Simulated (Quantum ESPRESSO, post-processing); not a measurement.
# MoSi2N4, 1 layer, stepped through the field along the normal, part 4 of 4

Wanted: a table for MoSi2N4, 1 layer against the field along the normal, and what can be fitted to it.

Quantum ESPRESSO 7.5; plane-wave DFT, PBE, GBRV ultrasoft pseudopotentials.

So far. Step 2 (Variable-cell relaxation of the reference):  The last row is no step: it is a fresh SCF in the final cell with a new plane-wave basis, +2 meV from the row before. Step 5 (Bands along a path, 0 V/Å): Along this path the valence top lies at Γ and the conduction bottom at K.

## 7. Self-consistent run, 0.4 V/Å

Input file m9.scf.in:

```
&control
  prefix = 'm9.scf'
  outdir = './out'
  pseudo_dir = './pseudo'
  calculation = 'scf'
  tprnfor = .true.
  tefield = .true.
  dipfield = .true.
/
&system
  ibrav = 0
  nat = 7
  ntyp = 3
  ecutwfc = 40
  ecutrho = 200
  occupations = 'smearing'
  smearing = 'fd'
  degauss = 0.002
  edir = 3
  emaxpos = 0.97
  eopreg = 0.04
  eamp = 0.00777876
  nbnd = 27
/
&electrons
  conv_thr = 1e-09
  mixing_beta = 0.4
  electron_maxstep = 120
  mixing_mode = 'plain'
  startingpot = 'file'
/
ATOMIC_SPECIES
  N   14.0070  n_pbe_v1.2.uspp.F.UPF
  Si  28.0850  si_pbe_v1.uspp.F.UPF
  Mo  95.9500  mo_pbe_v1.uspp.F.UPF
CELL_PARAMETERS angstrom
  2.88701260500000 0.00000000000000 0.00000000000000
  -1.44350630200000 2.50022625700000 0.00000000000000
  0.00000000000000 0.00000000000000 23.86179061700000
ATOMIC_POSITIONS crystal
  N   0.000000000000 0.000000000000 0.352145527200
  Si  0.333333333300 0.666666666700 0.374096937700
  N   0.333333333300 0.666666666700 0.447508924600
  Mo  0.000000000000 0.000000000000 0.500000000000
  N   0.333333333300 0.666666666700 0.552491075400
  Si  0.333333333300 0.666666666700 0.625903062300
  N   0.000000000000 0.000000000000 0.647854472800
K_POINTS automatic
  12 12 1 0 0 0
```

Launch:

```
> cp -r out/m0.scf.save out/m9.scf.save
> OMP_NUM_THREADS=1 mpirun -n 4 pw.x -nk 4 -in m9.scf.in > m9.scf.out
```

Output:

```text
[banner, memory and clock lines left out]
Program PWSCF v.7.5 starts
[...]
number of electrons       =        42.00
     number of Kohn-Sham states=           27
     kinetic-energy cutoff     =      40.0000  Ry
     charge density cutoff     =     200.0000  Ry
[...]
number of k points=    74  Fermi-Dirac smearing, width (Ry)=  0.0020
[...]
Dense  grid:    55643 G-vectors     FFT dimensions: (  25,  25, 216)
[...]
The initial density is read from file :
[...]
negative rho (up, down):  2.428E-03 0.000E+00
[...]
Starting wfcs are   37 randomized atomic wfcs
[...]
negative rho (up, down):  2.410E-03 0.000E+00
[...]
estimated scf accuracy    <       0.09528002 Ry
[...]
negative rho (up, down):  2.410E-03 0.000E+00
[...]
estimated scf accuracy    <       0.75063148 Ry
[...]
negative rho (up, down):  2.412E-03 0.000E+00
[...]
estimated scf accuracy    <       0.00302144 Ry
[...]
negative rho (up, down):  2.414E-03 0.000E+00
[...]
estimated scf accuracy    <       0.00014669 Ry
[...]
negative rho (up, down):  2.417E-03 0.000E+00
[...]
estimated scf accuracy    <       0.00003781 Ry
[...]
negative rho (up, down):  2.418E-03 0.000E+00
[...]
estimated scf accuracy    <       0.00000210 Ry
[...]
negative rho (up, down):  2.420E-03 0.000E+00
[...]
estimated scf accuracy    <       0.00000049 Ry
[...]
negative rho (up, down):  2.421E-03 0.000E+00
[...]
estimated scf accuracy    <       0.00000010 Ry
[...]
negative rho (up, down):  2.421E-03 0.000E+00
[...]
estimated scf accuracy    <       0.00000003 Ry
[...]
negative rho (up, down):  2.421E-03 0.000E+00
[...]
estimated scf accuracy    <          2.8E-09 Ry
[...]
negative rho (up, down):  2.421E-03 0.000E+00
[...]
Computed dipole along edir(3) :
        Dipole                0.2374 Ry au,          0.6033 Debye
        Dipole field          0.0026 Ry au,
        E field amplitude [Ha a.u.]:  7.7788E-03
        Potential amp.        0.4513 Ry
        Total length         43.2886 bohr
[...]
the Fermi energy is     2.9077 ev
!    total energy              =    -239.56637586 Ry
     estimated scf accuracy    <          8.0E-10 Ry
     smearing contrib. (-TS)   =      -0.00000000 Ry
     internal energy E=F+TS    =    -239.56637586 Ry
[...]
one-electron contribution =   -2931.05262418 Ry
     hartree contribution      =    1474.55603254 Ry
     xc contribution           =     -50.16786520 Ry
     ewald contribution        =    1267.10116467 Ry
     electric field correction =      -0.00308370 Ry
     convergence has been achieved in  11 iterations
     negative rho (up, down):  2.421E-03 0.000E+00
[...]
Total force =     0.019512     Total SCF correction =     0.000106
[...]
```

Elapsed: 76 s, on 4 MPI ranks of Arm Neoverse V1, shared host; peak memory 0.64 GiB.

This step gave:

- free energy: -3259.4666 eV
- Fermi energy: 2.908 eV
- dipole along the normal: 0.1256 e·Å
- valence top, on the run's zero: 1.794 eV
- conduction bottom, on the run's zero: 3.824 eV
- gap by band count: 2.029 eV

## 8. Self-consistent run, -0.4 V/Å

m10.scf.in, as its differences from the input of step 7:

```diff
@@ -1,3 +1,3 @@
 &control
-  prefix = 'm9.scf'
+  prefix = 'm10.scf'
   outdir = './out'
@@ -21,3 +21,3 @@
   eopreg = 0.04
-  eamp = 0.00777876
+  eamp = -0.00777876
   nbnd = 27
```

Launch:

```
> cp -r out/m0.scf.save out/m10.scf.save
> OMP_NUM_THREADS=1 mpirun -n 4 pw.x -nk 4 -in m10.scf.in > m10.scf.out
```

Output:

```text
[banner, memory and clock lines left out]
Program PWSCF v.7.5 starts
[...]
number of electrons       =        42.00
     number of Kohn-Sham states=           27
     kinetic-energy cutoff     =      40.0000  Ry
     charge density cutoff     =     200.0000  Ry
[...]
number of k points=    74  Fermi-Dirac smearing, width (Ry)=  0.0020
[...]
Dense  grid:    55643 G-vectors     FFT dimensions: (  25,  25, 216)
[...]
The initial density is read from file :
[...]
negative rho (up, down):  2.428E-03 0.000E+00
[...]
Starting wfcs are   37 randomized atomic wfcs
[...]
negative rho (up, down):  2.410E-03 0.000E+00
[...]
estimated scf accuracy    <       0.09523495 Ry
[...]
negative rho (up, down):  2.410E-03 0.000E+00
[...]
estimated scf accuracy    <       0.75021482 Ry
[...]
negative rho (up, down):  2.412E-03 0.000E+00
[...]
estimated scf accuracy    <       0.00301852 Ry
[...]
negative rho (up, down):  2.414E-03 0.000E+00
[...]
estimated scf accuracy    <       0.00014364 Ry
[...]
negative rho (up, down):  2.417E-03 0.000E+00
[...]
estimated scf accuracy    <       0.00003610 Ry
[...]
negative rho (up, down):  2.418E-03 0.000E+00
[...]
estimated scf accuracy    <       0.00000201 Ry
[...]
negative rho (up, down):  2.420E-03 0.000E+00
[...]
estimated scf accuracy    <       0.00000047 Ry
[...]
negative rho (up, down):  2.421E-03 0.000E+00
[...]
estimated scf accuracy    <       0.00000010 Ry
[...]
negative rho (up, down):  2.421E-03 0.000E+00
[...]
estimated scf accuracy    <       0.00000002 Ry
[...]
negative rho (up, down):  2.421E-03 0.000E+00
[...]
estimated scf accuracy    <          2.9E-09 Ry
[...]
negative rho (up, down):  2.421E-03 0.000E+00
[...]
Computed dipole along edir(3) :
        Dipole               -0.2374 Ry au,         -0.6033 Debye
        Dipole field         -0.0026 Ry au,
        E field amplitude [Ha a.u.]: -7.7788E-03
        Potential amp.       -0.4513 Ry
        Total length         43.2886 bohr
[...]
the Fermi energy is     2.7798 ev
!    total energy              =    -239.56637595 Ry
     estimated scf accuracy    <          7.9E-10 Ry
     smearing contrib. (-TS)   =      -0.00000000 Ry
     internal energy E=F+TS    =    -239.56637595 Ry
[...]
one-electron contribution =   -2931.05261004 Ry
     hartree contribution      =    1474.55601828 Ry
     xc contribution           =     -50.16786513 Ry
     ewald contribution        =    1267.10116467 Ry
     electric field correction =      -0.00308374 Ry
     convergence has been achieved in  11 iterations
     negative rho (up, down):  2.421E-03 0.000E+00
[...]
Total force =     0.019512     Total SCF correction =     0.000103
[...]
```

Elapsed: 76 s, on 4 MPI ranks; peak memory 0.55 GiB.

Numbers from this step:

```
Fermi energy                         : 2.780 eV
dipole along the normal              : -0.1256 e·Å
valence top, on the run's zero       : 1.666 eV
conduction bottom, on the run's zero : 3.696 eV
```

## 9. The series side by side

The series in one table, energies over the lowest:

```tsv
the field along the normal	dipole (e Å)	gap along the path (eV)	upper vacuum line at the top atoms, over the zero (eV)	lower vacuum line at the bottom atoms, over the zero (eV)	energy (eV)
-0.4 V/Å	-0.1256	2.029	5.714	5.387	0.0000
-0.3 V/Å	-0.09419	2.03	5.67	5.426	0.0110
-0.2 V/Å	-0.06279	2.03	5.627	5.464	0.0188
-0.1 V/Å	-0.0314	2.03	5.585	5.504	0.0235
-0.05 V/Å	-0.0157	2.03	5.565	5.524	0.0247
0 V/Å	-2.082e-05	2.03	5.544	5.544	0.0251
0.05 V/Å	0.0157	2.03	5.524	5.564	0.0247
0.1 V/Å	0.0314	2.03	5.504	5.585	0.0235
0.2 V/Å	0.06279	2.03	5.464	5.627	0.0188
0.3 V/Å	0.09417	2.03	5.426	5.669	0.0110
0.4 V/Å	0.1256	2.029	5.387	5.714	0.0000
```

## 10. By hand

4πα/A = 180.95 × 0.3140 e Å²/V / 7.218 Å² = 7.87 Å.

In linear response the energy changes by −(p₀ + p)E/2: at 0.2 V/Å, −(-0.0000 + 0.0628) × 0.2/2 = -0.0063 eV; the runs give -0.0063 eV.

## 11. Results

```
4πα/A from the weak fields                                                       : 7.87 Å
gap along the path, at -0.4 V/Å and at 0.4 V/Å                                   : 2.03, 2.03 eV
upper vacuum line at the top atoms, over the zero, at -0.4 V/Å and at 0.4 V/Å    : 5.71, 5.39 eV
lower vacuum line at the bottom atoms, over the zero, at -0.4 V/Å and at 0.4 V/Å : 5.39, 5.71 eV
```

In words: The series holds 11 members; 4πα/A from the weak fields: 7.87 Å (PBE, GBRV ultrasoft). The strongest fields leave the weak-field line by 0.0 % of the induced dipole. From -0.4 V/Å to 0.4 V/Å the gap along the path stays within 0.001 eV. From -0.4 V/Å to 0.4 V/Å the upper vacuum line at the top atoms, over the zero falls from 5.71 to 5.39 eV. From -0.4 V/Å to 0.4 V/Å the lower vacuum line at the bottom atoms, over the zero rises from 5.39 to 5.71 eV. Ions are held; semilocal gaps are too small; in strong fields empty levels can belong to the vacuum.

[Logs are printed without paths, hosts, clocks, repeated set-up lines and the standing remarks that a program may print on its own settings, such as how far it seeks lower states.]

[Hosts, paths, dates, database ids (printed as entryN), source tags and the programs' standing remarks are cut or masked in the printed files.]

[Maps of the electrostatic potential energy from Ansatz leave out the sawtooth potential of an applied field or a dipole correction, so their vacuum need not be flat; planar profiles and work functions include it.]
